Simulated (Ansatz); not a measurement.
# Te (P3_121, 3 atoms in the cell): zone-centre modes under pressure, part 2 of 2

Aim: how do the optical modes of Te (P3_121, 3 atoms in the cell) move with volume?

Ansatz 0.2.0; DFT LDA, scalar-relativistic, plane waves, PAW; PAW set soft_1.

So far, highest optical mode at the zone centre (no LO-TO term) (cm⁻¹): step 5 (modes at rest) 127; step 7 (volume ratio 1.06) 127.

The database entry behind the starting cell differs from later determinations by our own check (inner coordinate of an old entry), so it need not match the best structure at ambient conditions.

## Step 8: Relaxation of a member: 0.9 times the volume at rest (continued)

Step by step:

```
step  energy less that of the first step (eV)  largest force component (eV/Å)  pressure (GPa)  volume (Å³)
   1                                   0.0000                          0.0579            5.89        84.55
   2                                  -0.0025                          0.0136            5.48        84.55
   3                                  -0.0026                          0.0014            5.43        84.55
   4                                  -0.0026                          0.0000            5.42        84.55
  5*                                  -0.0026                          0.0000            5.42        84.55
```

Relaxation steps marked * repeat the geometry before them on a plane-wave basis chosen anew for their cell, so energy and pressure can jump there.

Forces are held to the 6 operations that the run works with; a distortion that breaks them can't arise in this run.

| conventional cell, symmetrised | before | after | change |
| --- | --- | --- | --- |
| a (Å) | 4.076 | 4.058 | -0.4 % |
| b (Å) | 4.076 | 4.058 | -0.4 % |
| c (Å) | 5.878 | 5.930 | +0.9 % |
| volume (Å³/atom) | 28.18 | 28.18 | +0.0 % |

The atoms that moved most (Å, as changes of fractional coordinates times the final cell):

```csv
atom,dx,dy,dz,length
Te2,-0.007,0.012,0.000,0.014
Te3,-0.007,-0.012,0.000,0.014
Te1,0.014,0.000,0.000,0.014
```

Final coordinates:

```xyz
3
Lattice="4.0577 0.0000 0.0000 -2.0289 3.5141 0.0000 0.0000 0.0000 5.9298" Properties=species:S:1:pos:R:3 pbc="T T T"
Te    1.2303    0.0000    1.9766
Te   -0.6151    1.0654    3.9532
Te    1.4137    2.4486    0.0000
```

This step gave:

| Item | Value |
| --- | --- |
| pressure | 5.422 GPa |
| volume per atom | 28.18 Å³ |

The largest force component left is 0.037 meV/Å, at a pressure of 5.42 GPa.

## Step 9: Zone-centre modes of the member: 0.9 times the volume at rest

The zone-centre modes follow for 0.9 times the volume at rest.

File input.yaml:

```yaml
crystal:
  lattice:
    - [4.0577052266, 0.0, 0.0]
    - [-2.0288526133, 3.5140758074, 0.0]
    - [0.0, 0.0, 5.929808584]
  atoms:
    - { symbol: Te, position: [0.3031933261, 0.0, 0.3333333333] }
    - { symbol: Te, position: [0.0, 0.3031933261, 0.6666666667] }
    - { symbol: Te, position: [0.6968066739, 0.6968066739, 0.0] }
kpoints:
  mp_grid: { grid: [12, 12, 8] }
hamiltonian:
  xc: lda
  pseudopotentials: { kind: paw, azcp: { folder: soft_1 }, xc_functional: pbe }
scf:
  occupations: { method: methfessel_paxton, width: 0.2 }
output:
  eigenvalues: true
phonons:
  method: dfpt
```

Command:

```
ansatz run input.yaml --threads 4 --pin off --max-ram 10240MiB --backend cpu --events-out ev --progress --plain --runs-dir out
```

Elapsed: 70 s, on 4 threads of Arm Neoverse V2, shared host; peak memory 2.3 GiB; 4.4 min of CPU time.

This step gave:

```
sum-rule residual before enforcement                    : 5.79e-5 eV/Å²
highest optical mode at the zone centre (no LO-TO term) : 128.3 cm⁻¹
lowest optical zone-centre mode                         : 74.81 cm⁻¹
```

Patterns of degenerate modes are one choice out of their space. Modes at Γ:

```csv
mode,frequency (cm⁻¹),symmetry
1,0.0,acoustic
2,0.0,acoustic
3,0.0,acoustic
4,74.8,E
5,74.8,E
6,85.0,A1
7,87.6,A2
8,128.3,E
9,128.3,E
```

The lowest optical mode is real, 74.8 cm⁻¹, and the highest lies at 128.3 cm⁻¹.

## Step 10: The series together

The members are set side by side, also those not shown above.

Each row is one cell with its response, relaxed at fixed volume as far as symmetry leaves anything free; energies are extrapolated to zero smearing, and E0 is that at rest; shape and atoms are relaxed in each cell where symmetry leaves them free; all runs use 12×12×8 k points and Methfessel-Paxton smearing of 0.2 eV. State of the crystal along the series:

| volume ratio | V (Å³/atom) | pressure (GPa) | E - E0 (meV/atom) | first cell vector (Å) | third cell vector (Å) |
| --- | --- | --- | --- | --- | --- |
| 0.9 | 28.18 | 5.422 | 47.47 | 4.058 | 5.93 |
| 0.92 | 28.81 | 4.085 | 28.88 | 4.106 | 5.921 |
| 0.94 | 29.44 | 2.852 | 15.39 | 4.15 | 5.921 |
| 0.96 | 30.06 | 1.758 | 6.436 | 4.192 | 5.926 |
| 0.98 | 30.69 | 0.8131 | 1.503 | 4.235 | 5.928 |
| 0.99 | 31 | 0.3907 | 0.3577 | 4.256 | 5.928 |
| 1 | 31.32 | -0.00355 | 0 | 4.277 | 5.929 |
| 1.02 | 31.94 | -0.6873 | 1.412 | 4.319 | 5.931 |
| 1.04 | 32.57 | -1.261 | 5.275 | 4.362 | 5.93 |
| 1.06 | 33.2 | -1.736 | 11.17 | 4.404 | 5.929 |

Each mode is tracked from rest by its pattern, and modes that stay within 0.3 cm⁻¹ of each other stand once; shape and atoms are relaxed in each cell where symmetry leaves them free; all runs use 12×12×8 k points and Methfessel-Paxton smearing of 0.2 eV. Optical modes along the series:

```
V (Å³/atom)  mode 4 E (cm⁻¹)  mode 6 A2 (cm⁻¹)  mode 7 A1 (cm⁻¹)  mode 8 E (cm⁻¹)
      28.18            74.81             87.64             85.04            128.3
      28.81            78.54             89.92             90.15              128
      29.44            80.11             90.75             92.94            127.9
      30.06            81.08             90.55             94.48            127.4
      30.69            81.34             90.31             95.62            127.2
         31            81.41             90.06             96.23            126.9
      31.32            81.42             89.73             96.81            126.7
      31.94            81.59             88.98             98.42            126.6
      32.57            81.68             88.05             100.3            126.9
       33.2            81.72             86.89             102.5            127.5
```

From cubic fits (parabolas where under five rows exist) of ln ω and P against ln V through the rows within about 4 % of rest: γ = −d ln ω / d ln V and dω/dP = γ ω / B. Slopes at rest:

| mode | fitted frequency at rest (cm⁻¹) | Grüneisen parameter γ | dω/dP (cm⁻¹/GPa) |
| --- | --- | --- | --- |
| mode 4 E | 81.5 | -0.07 | -0.15 |
| mode 6 A2 | 89.7 | 0.38 | 0.91 |
| mode 7 A1 | 96.9 | -0.71 | -1.84 |
| mode 8 E | 126.8 | 0.12 | 0.41 |

## Step 11: Outcome

| Item | Value |
| --- | --- |
| members | 10 |
| highest optical mode at the zone centre (no LO-TO term), at rest | 126.7 cm⁻¹ |
| bulk modulus at rest | 37.5 GPa |
| mode 4 E, γ | -0.07 |
| mode 6 A2, γ | 0.38 |
| mode 7 A1, γ | -0.71 |
| mode 8 E, γ | 0.12 |

What this shows: The series spans -1.7 to 5.4 GPa, and the slope at rest gives a bulk modulus of 37 GPa. Among the modes in the table of slopes γ runs from -0.71 (mode 7 A1) to 0.38 (mode 6 A2). A negative γ means that the mode softens under pressure. One k mesh and one cutoff serve the ground states and modes of all volumes. These are harmonic frequencies at zero temperature: anharmonic shifts, linewidths and thermal expansion are left out. Spin-orbit coupling is left out, which can matter for the heavy elements here. With no gap, or one that is small against the smearing, the frequencies hang on the k mesh and the smearing, most of all near Kohn anomalies. The PAW files were made for PBE; the program adapts parts of them to the functional of the run, but their partial waves stay those of PBE, an approximation that was not tested in this session. Only the zone centre was solved, so an instability at another wavevector cannot show here.

Comparison with the measured values:

| quantity | measured | LDA, PAW; PAW set soft_1 |
| --- | --- | --- |
| Raman mode, A1 (cm⁻¹) | 120 | 97 (-19.3 %) |

Measured values from arxiv:2102.11580 (2021).

Verdict: The Raman mode is off by -19.3 %: a clear miss. The grades are ours: good and fair within 3 and 7 % for the Raman mode. 2 further measured lines are left out: they lack a usable label, or no computed mode of their label or degeneracy could be paired (by label, or within 15 % without labels). Zero-point motion and thermal expansion (measured at up to 300 K) are not in the computed Raman mode.

[Logs are printed without paths, hosts, clocks, repeated set-up lines and the standing remarks that a program may print on its own settings, such as how far it seeks lower states.]

[Hosts, paths, dates, database ids (printed as entryN), source tags and the programs' standing remarks are cut or masked in the printed files.]
